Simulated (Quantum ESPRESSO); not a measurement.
**Collinear magnetic orders of La2Fe2S2O3 with Quantum ESPRESSO**

Wanted: the moments of La2Fe2S2O3 and the energy of each order that was tried.

Program: Quantum ESPRESSO 7.5. Level of theory: LDA with U = 4.5 eV on Fe d (ortho-atomic projectors); plane waves with GBRV 1.5 LDA potentials, no spin-orbit coupling. Results are calculated unless marked as measured.

The experiments to compare with:

“Magnetic and Structural Properties of the Iron Oxychalcogenides La2O2Fe2OM2 (M= S, Se)” (2018, arxiv:1801.00342) reports for La2Fe2O3S2, tetragonal layered oxychalcogenide, by neutron powder diffraction, magnetic Rietveld (solid-state synthesised powder, 4 K): moment (ordered Fe2+ moment) 2.32 ± 0.04 μB [moment depends on the assumed non-collinear AFM3 magnetic model].

Most raw output is cut from this account.

## 1. Starting point

Symmetry: I4/mmm, No. 139, tetragonal system. Conventional cell: a = 4.048 Å, b = 4.048 Å, c = 18.184 Å, α = 90.00°, β = 90.00°, γ = 90.00°. Nearest to La lie 5 O at 2.37 to 3.31 Å and 4 S at 3.27 Å. Nearest to Fe lie 2 O at 2.02 Å and 4 S at 2.66 Å. Nearest to S lie 4 Fe at 2.66 Å and 4 La at 3.27 Å. Nearest to O lie 4 La at 2.37 Å. Nearest to O lie 4 Fe at 2.02 Å. Farther neighbours and most contacts between anions are not listed.

The cell comes from Materials Project 2023-11-01, a database of computed structures, and need not be the stable phase.

## 2. Run 1, typed as ferro ++

The signs are those of the starting moments on the seeded atoms, the atoms that are given a moment.

Contents of pw.in:

```
&CONTROL
  calculation = 'scf'
  prefix = 'pwscf'
  outdir = './tmp'
  pseudo_dir = './pseudo'
  disk_io = 'nowf'
/
&SYSTEM
  ibrav = 0
  celldm(1) = 8
  nat = 9
  ntyp = 4
  ecutwfc = 40
  ecutrho = 280
  nbnd = 59
  occupations = 'smearing'
  smearing = 'fd'
  degauss = 0.00367493
  nspin = 2
  starting_magnetization(1) = 0
  starting_magnetization(2) = 0.25
  starting_magnetization(3) = 0
  starting_magnetization(4) = 0
/
&ELECTRONS
  conv_thr = 1.8d-08
  electron_maxstep = 150
  mixing_beta = 0.3
/
ATOMIC_SPECIES
La    138.9055 la_lda_v1.uspp.F.UPF
Fe     55.8450 fe_lda_v1.5.uspp.F.UPF
S      32.0600 s_lda_v1.4.uspp.F.UPF
O      15.9990 o_lda_v1.2.uspp.F.UPF
CELL_PARAMETERS alat
  -0.4780716549912    0.4780716549912    2.1477261805371
   0.4780716549912   -0.4780716549912    2.1477261805371
   0.4780716549912    0.4780716549912   -2.1477261805371
ATOMIC_POSITIONS crystal
La      0.1818010000    0.1818010000    0.0000000000
La      0.8181990000    0.8181990000    0.0000000000
Fe      0.5000000000    0.0000000000    0.5000000000
Fe      0.0000000000    0.5000000000    0.5000000000
S       0.4049150000    0.4049150000    0.0000000000
S       0.5950850000    0.5950850000    0.0000000000
O       0.7500000000    0.2500000000    0.5000000000
O       0.2500000000    0.7500000000    0.5000000000
O       0.0000000000    0.0000000000    0.0000000000
K_POINTS automatic
8 8 8 0 0 0
HUBBARD {ortho-atomic}
U Fe-3d 4.5000
```

Command:

```sh
$ OMP_NUM_THREADS=1 mpirun -n 8 pw.x -nk 8 -in pw.in > pw.out
```

Elapsed: 11 min, on 8 MPI ranks of AMD EPYC 7B13 (Zen 3), shared host; peak memory 3 GiB.

Spin moment in the atom's sphere by atom:

| atom | spin moment in the atom's sphere (μB) |
| --- | --- |
| La1 | 0.01 |
| La2 | 0.01 |
| Fe3 | 3.33 |
| Fe4 | 3.33 |
| S5 | 0.13 |
| S6 | 0.13 |
| O7 | 0.01 |
| O8 | 0.01 |
| O9 | 0.21 |

Numbers from this step:

```yaml
smearing_term_ts: 5.87e-7 eV
magnetization: 8 μB
absolute_magnetization: 8.025 μB
final_state: ferromagnetic
```

Spin density in the ac plane of the conventional cell at fractional y = 0.000, with atoms of La and Fe and S and O within 0.2 Å of it.

Values in e/Å³, 24 rows by 14 columns, each cell a mean:
```
0.2 0.1 0.0 0.0 0.2 0.8 2.0 2.1 1.6 0.5 0.1 0.0 0.0 0.1
0.0 0.0 0.0 0.0 0.0 0.0 0.0 0.0 0.0 0.0 0.0 0.0 0.0 0.0
0.0 0.0 0.0 0.0 0.0 0.0 0.0 0.0 0.0 0.0 0.0 0.0 0.0 0.0
0.0 0.0 0.0 0.0 0.0 0.0 0.0 0.0 0.0 0.0 0.0 0.0 0.0 0.0
0.0 0.0 0.0 0.0 0.0 0.0 0.0 0.0 0.0 0.0 0.0 0.0 0.0 0.0
0.0 0.0 0.0 0.0 0.0 0.0 0.0 0.0 0.0 0.0 0.0 0.0 0.0 0.0
0.0 0.0 0.0 0.0 0.0 0.0 0.0 0.0 0.0 0.0 0.0 0.0 0.0 0.0
0.0 0.0 0.0 0.0 0.0 0.0 0.0 0.0 0.0 0.0 0.0 0.0 0.0 0.0
0.0 0.0 0.0 0.0 0.0 0.0 0.0 0.0 0.0 0.0 0.0 0.0 0.0 0.0
0.0 0.0 0.0 0.0 0.0 0.0 0.0 0.0 0.0 0.0 0.0 0.0 0.0 0.0
0.0 0.0 0.0 0.0 0.0 0.1 0.1 0.0 0.1 0.0 0.0 0.0 0.0 0.0
0.0 0.0 0.0 0.0 0.1 0.8 2.9 3.7 1.9 0.4 0.1 0.0 0.0 0.0
0.0 0.0 0.0 0.0 0.1 0.7 1.9 2.1 1.4 0.4 0.1 0.0 0.0 0.0
0.0 0.0 0.0 0.0 0.0 0.0 0.0 0.0 0.0 0.0 0.0 0.0 0.0 0.0
0.0 0.0 0.0 0.0 0.0 0.0 0.0 0.0 0.0 0.0 0.0 0.0 0.0 0.0
0.0 0.0 0.0 0.0 0.0 0.0 0.0 0.0 0.0 0.0 0.0 0.0 0.0 0.0
0.0 0.0 0.0 0.0 0.0 0.0 0.0 0.0 0.0 0.0 0.0 0.0 0.0 0.0
0.0 0.0 0.0 0.0 0.0 0.0 0.0 0.0 0.0 0.0 0.0 0.0 0.0 0.0
0.0 0.0 0.0 0.0 0.0 0.0 0.0 0.0 0.0 0.0 0.0 0.0 0.0 0.0
0.0 0.0 0.0 0.0 0.0 0.0 0.0 0.0 0.0 0.0 0.0 0.0 0.0 0.0
0.0 0.0 0.0 0.0 0.0 0.0 0.0 0.0 0.0 0.0 0.0 0.0 0.0 0.0
0.0 0.0 0.0 0.0 0.0 0.0 0.0 0.0 0.0 0.0 0.0 0.0 0.0 0.0
0.0 0.0 0.0 0.0 0.0 0.0 0.0 0.0 0.1 0.0 0.0 0.0 0.0 0.0
0.3 0.1 0.0 0.0 0.3 1.3 3.6 3.9 2.7 0.7 0.1 0.0 0.1 0.2
```
Columns run along a (4.0 Å), rows up along c (18.2 Å), edges of the conventional cell, whose origin can differ from the input's. Atoms in or near the plane, at fractional coordinates: La at (0.00, 0.18), La at (0.00, 0.82), Fe at (0.50, 0.50), Fe at (0.50, 0.00), S at (0.00, 0.40), S at (0.00, 0.60), O at (0.50, 0.75), O at (0.50, 0.25), O at (0.00, 0.00).

Valence density in the ac plane of the conventional cell at fractional y = 0.000, with atoms of La and Fe and S and O within 0.2 Å of it. It is the smooth field of the valence electrons, not physical close to the nuclei.

Ten steps, logarithmic in the rise over the least value, from '_' (0 e/Å³) to '@' (16 e/Å³), each cell a mean:
```
##**==--==**%%@@%%++--==++**
----------------------------
----------------------------
++++++==--------------==++++
::==++==------==----==++++==
++========**####**++========
--------==++**##**==--------
----------------------------
======------------------====
========--------------======
========----====------======
--------==##@@@@@@**==------
--------==**%%@@%%++--------
========--------------======
========--------------======
====----------------------==
--------------==------------
--------==++####**++--------
++++======++**##**======++++
__==++==------------==++++--
++++====--------------==++++
----------------------------
------------====------------
##**++====##@@@@@@**====++##
```
Columns run along a (4.0 Å), rows up along c (18.2 Å), edges of the conventional cell, whose origin can differ from the input's. Atoms in or near the plane, at fractional coordinates: La at (0.00, 0.18), La at (0.00, 0.82), Fe at (0.50, 0.50), Fe at (0.50, 0.00), S at (0.00, 0.40), S at (0.00, 0.60), O at (0.50, 0.75), O at (0.50, 0.25), O at (0.00, 0.00).

## 3. Run 2 (antiferro +−)

pw.in, as its differences from that of step 2:

```diff
@@ -11,6 +11,6 @@
   nat = 9
-  ntyp = 4
+  ntyp = 5
   ecutwfc = 40
   ecutrho = 280
-  nbnd = 59
+  nbnd = 55
   occupations = 'smearing'
@@ -21,4 +21,5 @@
   starting_magnetization(2) = 0.25
-  starting_magnetization(3) = 0
+  starting_magnetization(3) = -0.25
   starting_magnetization(4) = 0
+  starting_magnetization(5) = 0
 /
@@ -31,3 +32,4 @@
 La    138.9055 la_lda_v1.uspp.F.UPF
-Fe     55.8450 fe_lda_v1.5.uspp.F.UPF
+Fe1    55.8450 fe_lda_v1.5.uspp.F.UPF
+Fe2    55.8450 fe_lda_v1.5.uspp.F.UPF
 S      32.0600 s_lda_v1.4.uspp.F.UPF
@@ -41,4 +43,4 @@
 La      0.8181990000    0.8181990000    0.0000000000
-Fe      0.5000000000    0.0000000000    0.5000000000
-Fe      0.0000000000    0.5000000000    0.5000000000
+Fe1     0.5000000000    0.0000000000    0.5000000000
+Fe2     0.0000000000    0.5000000000    0.5000000000
 S       0.4049150000    0.4049150000    0.0000000000
@@ -51,2 +53,3 @@
 HUBBARD {ortho-atomic}
-U Fe-3d 4.5000
+U Fe1-3d 4.5000
+U Fe2-3d 4.5000
```

The job ended after 20 min (8 MPI ranks; peak memory 3.2 GiB; 2.7 h of CPU time).

Spin moment in the atom's sphere by atom:

| atom | spin moment in the atom's sphere (μB) |
| --- | --- |
| La1 | 0.00 |
| La2 | 0.00 |
| Fe3 | 3.30 |
| Fe4 | -3.30 |
| S5 | 0.00 |
| S6 | 0.00 |
| O7 | 0.00 |
| O8 | 0.00 |
| O9 | 0.00 |

This step gave:

| Property | Result |
| --- | --- |
| smearing term TS | 1.17e-11 eV |
| magnetization | 0 μB |
| absolute magnetization | 7.488 μB |
| final state | antiferromagnetic |

Spin density in the ac plane of the conventional cell at fractional y = 0.000, with atoms of La and Fe and S and O within 0.2 Å of it.

Ten even steps from '0' (-3.9 e/Å³) to '9' (3.6 e/Å³), each cell a mean:
```
55554422345555
55555555555555
55555555555555
55555555555555
55555555555555
55555555555555
55555555555555
55555555555555
55555555555555
55555555555555
55555555555555
55555689755555
55555677655555
55555555555555
55555555555555
55555555555555
55555555555555
55555555555555
55555555555555
55555555555555
55555555555555
55555555555555
55555555555555
55554300145555
```
Columns run along a (4.0 Å), rows up along c (18.2 Å), edges of the conventional cell, whose origin can differ from the input's. Atoms in or near the plane, at fractional coordinates: La at (0.00, 0.18), La at (0.00, 0.82), Fe at (0.50, 0.50), Fe at (0.50, 0.00), S at (0.00, 0.40), S at (0.00, 0.60), O at (0.50, 0.75), O at (0.50, 0.25), O at (0.00, 0.00).

Valence density in the ac plane of the conventional cell at fractional y = 0.000, with atoms of La and Fe and S and O within 0.2 Å of it. It is the smooth field of the valence electrons, not physical close to the nuclei.

Ten steps, logarithmic in the rise over the least value, from '_' (0 e/Å³) to '@' (16 e/Å³), each cell a mean:
```
##**==--==**%%@@%%++--==++**
----------------------------
----------------------------
++++++==--------------==++++
::==++==------==----==++++==
++========++####**++========
--------==++**##**==--------
----------------------------
======------------------====
========--------------======
========----====------======
--------==##@@@@@@**==------
--------==**%%@@%%++--------
========--------------======
========--------------======
====----------------------==
--------------==------------
--------==++####**++--------
++++======++**##**======++++
__==++==------------==++++--
++++====--------------==++++
----------------------------
------------====------------
##**++====##@@@@@@**====++##
```
Columns run along a (4.0 Å), rows up along c (18.2 Å), edges of the conventional cell, whose origin can differ from the input's. Atoms in or near the plane, at fractional coordinates: La at (0.00, 0.18), La at (0.00, 0.82), Fe at (0.50, 0.50), Fe at (0.50, 0.00), S at (0.00, 0.40), S at (0.00, 0.60), O at (0.50, 0.75), O at (0.50, 0.25), O at (0.00, 0.00).

## 4. The states side by side

An order is kept where moments of 0.15 μB or more survive with the typed signs; meshes match where a doubled cell samples the same k points as the first cell.

Orders:

| start | final state | typed order kept | energy over the lowest (meV a seeded atom) | largest site moment (μB) | net moment (μB a cell of the first run) | mesh matched | CPU time (s) |
| --- | --- | --- | --- | --- | --- | --- | --- |
| ferro ++ | ferromagnetic | yes | 54.92 | 3.33 | 8 | yes | 5256 |
| antiferro +- | antiferromagnetic | yes | 0 | 3.297 | 0 | yes | 9679 |

## 5. Occupations of the corrected shells in the lowest state

Occupations of the Hubbard shells:

| block | type | shell | spin | electrons | occupation numbers |
| --- | --- | --- | --- | --- | --- |
| 3 | Fe1 | 3d | up | 4.908 | 0.974 0.977 0.980 0.986 0.991 |
| 3 | Fe1 | 3d | down | 1.269 | 0.041 0.046 0.102 0.142 0.938 |
| 4 | Fe2 | 3d | up | 1.269 | 0.041 0.046 0.102 0.142 0.938 |
| 4 | Fe2 | 3d | down | 4.908 | 0.974 0.977 0.980 0.986 0.991 |

## 6. What came out

- lowest state found: antiferromagnetic (from antiferro +-)
- largest site moment: 3.30 μB
- next state with moments: ferromagnetic, 54.9 meV a seeded atom higher

This is the lowest of 2 collinear or spinless starts, no proof of the ground state. A computed site moment is spin alone and hangs on the region that is counted: the program's spheres do not touch and miss the tail of the moment. Measured moments hold any orbital part as well, and belong to the order of the sample, which need not be the order of this run.

Comparison with the measured values:

| quantity | measured | in the sphere | projected shell |
| --- | --- | --- | --- |
| moment (Fe) (μB) | 2.32 | 3.30 (+42.1 %) | 3.64 (+56.9 %) |

Measured values from arxiv:1801.00342 (2018).

**Verdict.** For the moment, of the levels listed nearest comes in the sphere (+42.1 %) and farthest projected shell (+56.9 %). No cell relaxation is part of this session.

[Logs and program files are shortened in this print: banners, set-up blocks, solver, clock and traceback lines can be left out without a mark of their own.]

[Logs are printed without paths, hosts, clocks, repeated set-up lines and the standing remarks that a program may print on its own settings, such as how far it seeks lower states.]

[Hosts, paths, dates, database ids (printed as entryN), source tags and the programs' standing remarks are cut or masked in the printed files.]

[Where a cell is said to come from a database of computed structures, the database is the Materials Project.]
